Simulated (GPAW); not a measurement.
# Si K-edge XANES of CoSi2 (Fm-3m), part 2 of 2

Aim: the near-edge shape at the Si K edge of CoSi2 (Fm-3m), and what the core hole does to it.

GPAW 26.7.0; X-ray absorption from dipole matrix elements to empty bands, plane-wave PAW PBE.

So far. Step 6 (Spectrum with FCH, Si atom 2): Against the first run the r.m.s. difference is 4 %. The highest intensity below 16 eV goes from 3.5 eV (2.25) to 3.6 eV (2.25). Step 7 (Spectrum with HCH, Si atom 2): Against the first run the r.m.s. difference is 19 %. The highest intensity below 16 eV goes from 3.5 eV (2.25) to 3.7 eV (1.76).

The database entry behind the starting cell differs from later determinations by our own check (0.1 to 0.3 % short, probably kX units), so it need not match the best structure at ambient conditions.

### Step 8. Cell without a hole, the energy reference

The cell and mesh change for the next run, so it gets a reference energy of its own.

Input file scf.py:

```python
import numpy as np
from ase import Atoms
from ase.parallel import parprint, paropen
from gpaw import GPAW, PW, FermiDirac, Mixer, MixerDif, setup_paths
from gpaw.test import gen
setup_paths.insert(0, '.')
gen('Si', name='nch1s', xcname='PBE', corehole=(1, 0, 0), write_xml=True)
from gpaw.mpi import world
world.barrier()

atoms = Atoms('CoSi2',
    cell=[[0, 2.678, 2.678],
     [2.678, 0, 2.678],
     [2.678, 2.678, 0]],
    scaled_positions=[[0, 0, 0],
     [0.75, 0.75, 0.75],
     [0.25, 0.25, 0.25]],
    magmoms=[3.0, 0.0, 0.0],
    pbc=True)
atoms.calc = calc = GPAW(legacy_gpaw=True, mode=PW(430, force_complex_dtype=True), xc='PBE', setups={1: 'nch1s'},
    kpts={'size': (5, 5, 5), 'gamma': True}, occupations=FermiDirac(0.1),
    charge=0, mixer=MixerDif(0.05, 8, 50), maxiter=150,
    convergence={'density': 0.0001, 'eigenstates': 1e-6}, txt='scf.txt')
energy = atoms.get_potential_energy() + calc.get_reference_energy()
ef = calc.get_fermi_level()
out = dict(energy=energy, fermi=ef, forces=atoms.get_forces().tolist(), magmoms=atoms.get_magnetic_moments().tolist())
parprint(f'all-electron energy {energy:.4f} eV, Fermi level {ef:.4f} eV')
ev = np.array([[calc.get_eigenvalues(k, s) for k in range(len(calc.get_ibz_k_points()))] for s in range(calc.get_number_of_spins())])
out['homo'], out['lumo'], out['counts'] = ev[ev < ef].max(), ev[ev > ef].min(), sorted(set((ev < ef).sum((0, 2)).tolist()))
out['filled'] = (ev[:, 0] < ef).sum(1).tolist()
import json
with paropen('out.json', 'w') as f:
    json.dump(out, f)
```

The run is started by

```bash
$ OMP_NUM_THREADS=1 mpirun -n 4 gpaw python scf.py
```

The job ended after 5.5 s (4 MPI ranks of Intel Xeon 6975P-C (Granite Rapids), shared host; peak memory 0.18 GiB; 21 s of CPU time).

### Step 9. Spectrum with XCH, Si atom 2

A smaller cell brings the holes closer; here they are 3.8 Å apart.

Changed against the first core-hole run: supercell atoms from 18 to 3; the field's mesh follows (3×3×3 to 5×5×5).

Input file xas.py:

```python
import numpy as np
from ase import Atoms
from ase.parallel import parprint, paropen
from gpaw import GPAW, PW, FermiDirac, Mixer, MixerDif, setup_paths
from gpaw.test import gen
setup_paths.insert(0, '.')
gen('Si', name='fch1s', xcname='PBE', corehole=(1, 0, 1), write_xml=True)
from gpaw.mpi import world
world.barrier()

atoms = Atoms('CoSi2',
    cell=[[0, 2.678, 2.678],
     [2.678, 0, 2.678],
     [2.678, 2.678, 0]],
    scaled_positions=[[0, 0, 0],
     [0.75, 0.75, 0.75],
     [0.25, 0.25, 0.25]],
    magmoms=[3.0, 0.0, 0.0],
    pbc=True)
atoms.calc = calc = GPAW(legacy_gpaw=True, mode=PW(430, force_complex_dtype=True), xc='PBE', setups={1: 'fch1s'},
    kpts={'size': (5, 5, 5), 'gamma': True}, occupations=FermiDirac(0.1),
    charge=-1, mixer=MixerDif(0.05, 8, 50), maxiter=150,
    convergence={'density': 0.0001, 'eigenstates': 1e-6}, txt='scf.txt')
energy = atoms.get_potential_energy() + calc.get_reference_energy()
ef = calc.get_fermi_level()
out = dict(energy=energy, fermi=ef, forces=atoms.get_forces().tolist(), magmoms=atoms.get_magnetic_moments().tolist())
parprint(f'all-electron energy {energy:.4f} eV, Fermi level {ef:.4f} eV')
ev = np.array([[calc.get_eigenvalues(k, s) for k in range(len(calc.get_ibz_k_points()))] for s in range(calc.get_number_of_spins())])
out['homo'], out['lumo'], out['counts'] = ev[ev < ef].max(), ev[ev > ef].min(), sorted(set((ev < ef).sum((0, 2)).tolist()))
out['filled'] = (ev[:, 0] < ef).sum(1).tolist()

from ase.units import Ha
from gpaw.xas import dipole_matrix_elements
nb = int(calc.get_number_of_electrons() / 2) + 31
top = nb
nscf = calc.fixed_density(kpts={'size': (7, 7, 7), 'gamma': True},
    convergence={'eigenstates': 1.0}, txt='nscf.txt')
nscf.diagonalize_full_hamiltonian(nbands=nb)
cell = atoms.cell.array
ops = [cell.T @ U.T @ np.linalg.inv(cell.T) for U in nscf.wfs.kd.symmetry.op_scc]
E = np.arange(-6, 34, 0.1)
fwhm = np.interp(E, [4, 25], [0.9, 3.5])
Y, X, zero, highest = 0, 0, 1e9, 1e9
for spin in range(nscf.get_number_of_spins()):
    wfs = nscf.wfs
    mine = wfs.bd.get_slice()  # this rank's bands
    A = dipole_matrix_elements(wfs.setups[1])
    eps = np.zeros((wfs.kd.nibzkpts, nb))
    d = np.zeros((3, A.shape[1], wfs.kd.nibzkpts, nb), complex)
    for kpt in wfs.kpt_u:
        if kpt.s == spin and 1 in kpt.P_ani:
            eps[kpt.k, mine] = kpt.eps_n * Ha
            d[:, :, kpt.k, mine] = (kpt.weight * wfs.nspins / 2) ** 0.5 * np.inner(A, kpt.P_ani[1])
    world.sum(eps)
    world.sum(d)
    T = np.einsum('amkn,bmkn->abkn', d, d.conj()).real
    T = sum(np.einsum('ai,ijkn,bj->abkn', R, T, R) for R in ops) / len(ops)
    empty = eps > ef
    zero, highest = min(zero, eps[empty].min()), min(highest, eps[:, top - 1].min())
    lines = [(eps, T, empty)] if spin == 0 else lines + [(eps, T, empty)]
for eps, T, empty in lines:
    f = np.einsum('aakn->akn', T).reshape(3, -1)
    x = eps.ravel() - zero
    w = np.interp(x, E, fwhm) / 2.35482
    g = np.exp(-0.5 * ((E[:, None] - x) / w) ** 2) / (w * (2 * np.pi) ** 0.5)
    Y = Y + (f * empty.ravel()) @ g.T
    X = X + (f * ~empty.ravel()) @ g.T
out.update(E=E.round(2).tolist(), xas=Y.tolist(), xes=X.tolist(), zero=zero, valid=highest - zero, nk=len(eps), nb=nb)
for i in range(0, len(E), 10):
    parprint(f'{E[i]:7.2f}', *(f'{v:10.3e}' for v in Y[:, i]))
import json
with paropen('out.json', 'w') as f:
    json.dump(out, f)
```

The run is started by

```bash
$ OMP_NUM_THREADS=1 mpirun -n 4 gpaw python xas.py
```

Run time: 12 s. Hardware: 4 MPI ranks; peak memory 0.3 GiB; 48 s of CPU time.

These settings depart from the first run's and aren't meant as converged.

The scaled spectrum changes by 22 % r.m.s. The highest intensity below 16 eV goes from 3.5 eV (2.25) to 4.0 eV (2.32).

```
E (eV)  first run  this run
  -2.0       0.00      0.00
  -0.5       0.04      0.07
   1.0       0.46      0.77
   2.5       1.20      1.72
   4.0       1.93      2.32
   5.5       1.55      1.76
   7.0       1.23      1.20
   8.5       1.05      0.51
  10.0       0.73      0.49
  11.5       0.56      0.81
  13.0       0.84      0.83
  14.5       0.80      0.85
  16.0       0.81      0.84
  17.5       0.83      0.80
  19.0       0.83      0.79
  20.5       0.76      0.65
  22.0       0.64      0.57
  23.5       0.57      0.48
  25.0       0.50      0.39
  26.5       0.46      0.46
  28.0       0.52      0.65
  29.5       0.69      0.86
```

### Step 10. What the core hole does

Both curves are counted from their own zero, so only the shift of weight within the empty states shows.

```
E (eV)  no hole   XCH
  -2.0     0.00  0.00
  -1.0     0.00  0.00
   0.0     0.24  0.17
   1.0     0.25  0.46
   2.0     0.56  1.26
   3.0     0.59  1.70
   4.0     1.29  1.93
   5.0     1.31  1.67
   6.0     1.59  1.44
   7.0     1.46  1.23
   8.0     1.45  1.12
   9.0     1.48  0.98
  10.0     1.18  0.73
  11.0     0.84  0.54
  12.0     0.65  0.65
  13.0     0.88  0.84
  14.0     1.05  0.84
  15.0     0.90  0.78
  16.0     0.86  0.81
  17.0     0.98  0.83
  18.0     0.99  0.82
  19.0     0.96  0.83
  20.0     1.00  0.80
  21.0     0.97  0.72
  22.0     0.85  0.64
  23.0     0.75  0.59
  24.0     0.69  0.55
  25.0     0.62  0.50
  26.0     0.54  0.47
  27.0     0.48  0.46
  28.0     0.49  0.52
  29.0     0.55  0.63
  30.0     0.63  0.76
```

With each curve scaled to its own mean, the area from −2 to 6 eV with the hole is 7.9 against 5.1, and the centre of weight from −1 to 20 eV moves by -1.2 eV: the hole pulls the absorber's empty states down.

### Step 11. Results

```yaml
absorber_and_edge: Si K, atom 2 of the ground-state input (counted from 1)
surroundings: 4 Co at 2.32 Å and 6 Si at 2.68 Å (10-fold, site symmetry -43m)
highest_intensity_below_16_ev: 3.5 eV above the zero, height 2.25
photon_energy_of_the_zero_spin_polarised_hole_raw: 1836.6 eV (uncertain by a few eV)
```

In words: The Si K edge of atom 2, with 4 Co at 2.32 Å and 6 Si at 2.68 Å (10-fold, site symmetry -43m), has its highest intensity of the first 16 eV at 3.5 eV above the zero, near 1840 eV in photon energy (uncertain by a few eV), 2.3 times the mean level of the first 20 eV (Gaussian full width 0.9 eV up to 4 eV, rising linearly to 3.5 eV at 25 eV). With each curve scaled to its own mean, the area from −2 to 6 eV with the hole is 7.9 against 5.1, and the centre of weight from −1 to 20 eV moves by -1.2 eV: the hole pulls the absorber's empty states down. Changing the core hole to FCH alters the shape by 4 % r.m.s., so the result is insensitive to this choice. Changing the core hole from full to half alters the shape by 19 % r.m.s., a modest effect on the whole. A cell with holes 3.8 Å apart changes the curve by 22 % r.m.s. (22 % after the best shift). The hole lies in one spin channel, while the script sums the empty states of both and takes the lower zero; where the two channels are split, this blurs and shifts the curve. The starting moments shrank to 0.00 μB or less, so this is hardly a magnetic state. The mesh is coarse (0.29 Å⁻¹ between points), so small maxima may be mesh ripples. The structure is a published determination, not relaxed.

[Logs are printed without paths, hosts, clocks, repeated set-up lines and the standing remarks that a program may print on its own settings, such as how far it seeks lower states.]

[Hosts, paths, dates, database ids (printed as entryN), source tags and the programs' standing remarks are cut or masked in the printed files.]

[Lists of maxima count a maximum above −3 eV only where it reaches 4 % of the highest in the window and stands out from its surroundings by 2 % of it (1.5 % where it reaches 55 %); shoulders and weaker maxima are passed over, and of the rest the first, up to two pre-edge ones and the few strongest are named.]
